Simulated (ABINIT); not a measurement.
# Beyond one shot: K2Pt (Fm-3m), part 3 of 3

Aim: iterate the self-energy on K2Pt (Fm-3m) and follow the gap from cycle to cycle.

ABINIT 10.8.3; LDA and many-body steps on it, plane waves. Known limits of the many-body steps: not at the basis limit; no spin polarisation; d states lean on the start; no spin-orbit coupling; coarse k mesh.

So far. Step 10 (evGW, cycle 1): Against G0W0 in ABINIT (2×2×2 mesh, 89 bands, screening to 106.1 eV, Godby-Needs plasmon pole), the gap moves by +0.380 eV. Step 13 (evGW, cycle 2): Against the cycle before, the gap moves by +0.037 eV.

### 15. Screening, 2×2×2 mesh, 89 bands, screening to 106.1 eV

This step: RPA screening on LDA from quasiparticle energies, plane waves, norm-conserving pseudopotentials.

run.abi reads:

```
acell 3*1.0 Angstrom
rprim 
  -0.000000000000 3.781463140000 3.781463140000
  3.781463140000 -0.000000000000 3.781463140000
  3.781463140000 3.781463140000 -0.000000000000
ntypat 2
znucl 19 78
natom 3
typat 1 1 2
xred 
  0.750000000000 0.750000000000 0.750000000000
  0.250000000000 0.250000000000 0.250000000000
  0.000000000000 0.000000000000 0.000000000000
pp_dirpath "pseudos"
pseudos "K.upf, Pt.upf"
ecut 34
ngkpt 2 2 2
nshiftk 1
shiftk 0 0 0
kptopt 1
chksymbreak 0
istwfk *1
occopt 1
irdwfk 1
optdriver 3
nband 89
ecuteps 3.9
inclvkb 2
awtr 1
symchi 1
irdqps 1
gwcalctyp 10
nqptdm 2
qptdm 
  0.5000000000 0.0000000000 0.0000000000
  0.5000000000 0.5000000000 0.0000000000
indata_prefix "in"
outdata_prefix "out"
tmpdata_prefix "tmp"
```

mrgscr.stdin reads:

```
2
merged
q0_SCR
out_SCR
1
```

The run is started by

```console
> OMP_NUM_THREADS=1 mpirun -n 4 abinit run.abi > log; mrgscr < mrgscr.stdin
```

Numbers of over 12 decimals in the logs are rounded to 6 here.

The log of the run:

```text
.Version 10.8.3 of ABINIT. v10.8.2 released Aug 2026.

 Symmetries : space group Fm -3 m (#225); Bravais cF (face-center cubic)
[... echo of the input left out ...]
== DATASET  1 ==================================================================
-   mpi_nproc: 4, omp_nthreads: 1 (-1 if OMP is not activated)

--- !DatasetInfo
iteration_state: {dtset: 1, }
dimensions: {natom: 3, nkpt: 3, mband: 89, nsppol: 1, nspinor: 1, nspden: 1, mpw: 6934, }
cutoff_energies: {ecut:  34.0, pawecutdg:  -1.0, }
[...]
q-point number  2        q = ( 0.500000, 0.500000, 0.000000) [r.l.u.]
--------------------------------------------------------------------------------
[... chi0 elements left out ...]
  Average fulfillment of the sum rule on Im[epsilon] for q-point    3 :     58.95  [%]

== END DATASET(S) ==============================================================
================================================================================

 -outvars: echo values of variables after computation  --------
           etotal      0.0000000000E+00
            nband          89
             nkpt           3
          spgroup         225
 [... the other variables as echoed above ...]

 Calculation completed.
```

The job ended after 4.1 s (4 MPI ranks of Arm Neoverse V2, shared host; peak memory 0.69 GiB; 16 s of CPU time).

This step gave:

| Property | Result |
| --- | --- |
| plasma frequency | 21.42 eV |
| plane waves in the screening matrix | 283 |

This screening reads the quasiparticle levels of the cycle before.

### 16. evGW, cycle 3

This step: evGW on LDA, plane waves, norm-conserving pseudopotentials.

run.abi, as its differences from that of step 15:

```diff
@@ -24,14 +24,20 @@
 irdwfk 1
-optdriver 3
+optdriver 4
 nband 89
-ecuteps 3.9
-inclvkb 2
-awtr 1
-symchi 1
-irdqps 1
 gwcalctyp 10
-nqptdm 2
-qptdm 
+ecutsigx 34
+symsigma 1
+nkptgw 3
+kptgw 
+  0.0000000000 0.0000000000 0.0000000000
   0.5000000000 0.0000000000 0.0000000000
   0.5000000000 0.5000000000 0.0000000000
+bdgw 
+  13 24
+  13 24
+  13 24
+ecuteps 3.9
+irdscr 1
+ppmodel 1
+irdqps 1
 indata_prefix "in"
```

The run is started by

```console
> OMP_NUM_THREADS=1 mpirun -n 4 abinit run.abi > log
```

The log of the run:

```text
.Version 10.8.3 of ABINIT. v10.8.2 released Aug 2026.

 Symmetries : space group Fm -3 m (#225); Bravais cF (face-center cubic)
[... echo of the input left out ...]
== DATASET  1 ==================================================================
-   mpi_nproc: 4, omp_nthreads: 1 (-1 if OMP is not activated)

--- !DatasetInfo
iteration_state: {dtset: 1, }
dimensions: {natom: 3, nkpt: 3, mband: 89, nsppol: 1, nspinor: 1, nspden: 1, mpw: 6934, }
cutoff_energies: {ecut:  34.0, pawecutdg:  -1.0, }
[...]
Convergence of QP corrections
 >>>>> For spin  1 <<<<<
.  kptgw no:  1; Maximum DeltaE = (   0.000   0.000) for band index:  2
.  kptgw no:  2; Maximum DeltaE = (   0.002  -0.000) for band index: 10
.  kptgw no:  3; Maximum DeltaE = (   0.004  -0.004) for band index: 11

== END DATASET(S) ==============================================================
================================================================================

 -outvars: echo values of variables after computation  --------
           etotal      0.0000000000E+00
            nband          89
             nkpt           3
          spgroup         225
 [... the other variables as echoed above ...]

 Calculation completed.
```

The job ended after 15 s (4 MPI ranks; peak memory 1.2 GiB).

Numbers from this step:

* quasiparticle gap on the points computed: 2.425 eV
* gap of the density functional on the mesh: 1.306 eV
* k of the valence top: 0.5, 0.5, 0
* k of the conduction bottom: 0.5, 0, 0
* least direct quasiparticle gap on the computed points: 2.537 eV

Against the cycle before, the gap moves by +0.008 eV.

### 17. Side by side

Times are wall times on 4 MPI ranks of Arm Neoverse V2, shared host, good to a factor of about two. A run's time includes the screening step that it read.

| run | mesh | bands | screening cutoff (eV) | DFT gap (eV) | gap on the mesh (eV) | direct (eV) | ε∞ used | time |
| --- | --- | --- | --- | --- | --- | --- | --- | --- |
| G0W0 | 2×2×2 | 89 | 106.1 | 1.306 | 2.000 | 2.098 | 8.97 | 16 s |
| evGW0, cycle 1 | 2×2×2 | 89 | 106.1 | 1.306 | 2.150 | 2.256 | 8.97 | 23 s |
| evGW0, cycle 2 | 2×2×2 | 89 | 106.1 | 1.306 | 2.087 | 2.194 | 8.97 | 22 s |
| evGW0, cycle 3 | 2×2×2 | 89 | 106.1 | 1.306 | 2.088 | 2.200 | 8.97 | 22 s |
| evGW, cycle 1 | 2×2×2 | 89 | 106.1 | 1.306 | 2.380 | 2.489 | 6.54 | 25 s |
| evGW, cycle 2 | 2×2×2 | 89 | 106.1 | 1.306 | 2.417 | 2.529 | 6.16 | 25 s |
| evGW, cycle 3 | 2×2×2 | 89 | 106.1 | 1.306 | 2.425 | 2.537 | 6.12 | 25 s |

### 18. Outcome

```yaml
g0w0: 2.000 eV
evgw0_cycle_1: 2.150 eV
evgw0_cycle_2: 2.087 eV
evgw0_cycle_3: 2.088 eV
evgw_cycle_1: 2.380 eV
evgw_cycle_2: 2.417 eV
evgw_cycle_3: 2.425 eV
known_limits: not at the basis limit; no spin polarisation; d states lean on the start; no spin-orbit coupling; coarse k mesh
```

What this shows: Only the bands that the input lists are updated; the others, empty or deep, keep the functional's energies or take a rigid shift. The evGW loop starts from the last levels of evGW0, so its cycles and time come on top of those. evGW0 ends at 2.09 eV, +0.09 eV from G0W0, after 3 cycles that took 43 s beside the first screening; the last moved the gap by 0.001 eV. evGW ends at 2.43 eV, +0.43 eV from G0W0, after 3 cycles that took 75 s beside the first screening; the last moved the gap by 0.008 eV. The first cycle of evGW0 takes the full correction, without the factor Z, so it overshoots the one-shot value. Bands and cutoff are finite, so the gap is not at the basis limit. The miss can reach some tenths of an eV and take either sign; the mesh is an error of its own. The 2×2×2 mesh is coarse for this cell, which bears on the long-range parts of exchange and screening. In the updated screening the q = 0 part is built from Kohn-Sham bands under a rigid shift, the other q from the quasiparticle levels. The runs have no spin polarisation. For a closed low-spin shell that is the natural state; where a d or f shell is open it is a constraint, and the gap is then not the crystal's own. With d states at the gap, one-shot GW leans hard on its start. The many-body steps are scalar-relativistic: spin-orbit coupling is not in them.

[Paths, hosts, dates, memory and timing lines, banners, echoed tables and standing remarks are left out of the program output.]

[Logs are printed without paths, hosts, clocks, repeated set-up lines and the standing remarks that a program may print on its own settings, such as how far it seeks lower states.]

[Runs of the session that timed out or met a known fault of the program may be left out.]

[Hosts, paths, dates, database ids (printed as entryN), source tags and the programs' standing remarks are cut or masked in the printed files.]

[G0W0 gaps are taken among the corrected bands and points alone; a level outside them can change the order at an edge.]

[Where Ansatz stands beside ABINIT at settings called matched, ABINIT's density can come from a denser mesh and the files from another edition; pairs whose starting gaps differed by over 0.03 eV were left out, so agreement reads better than it is.]
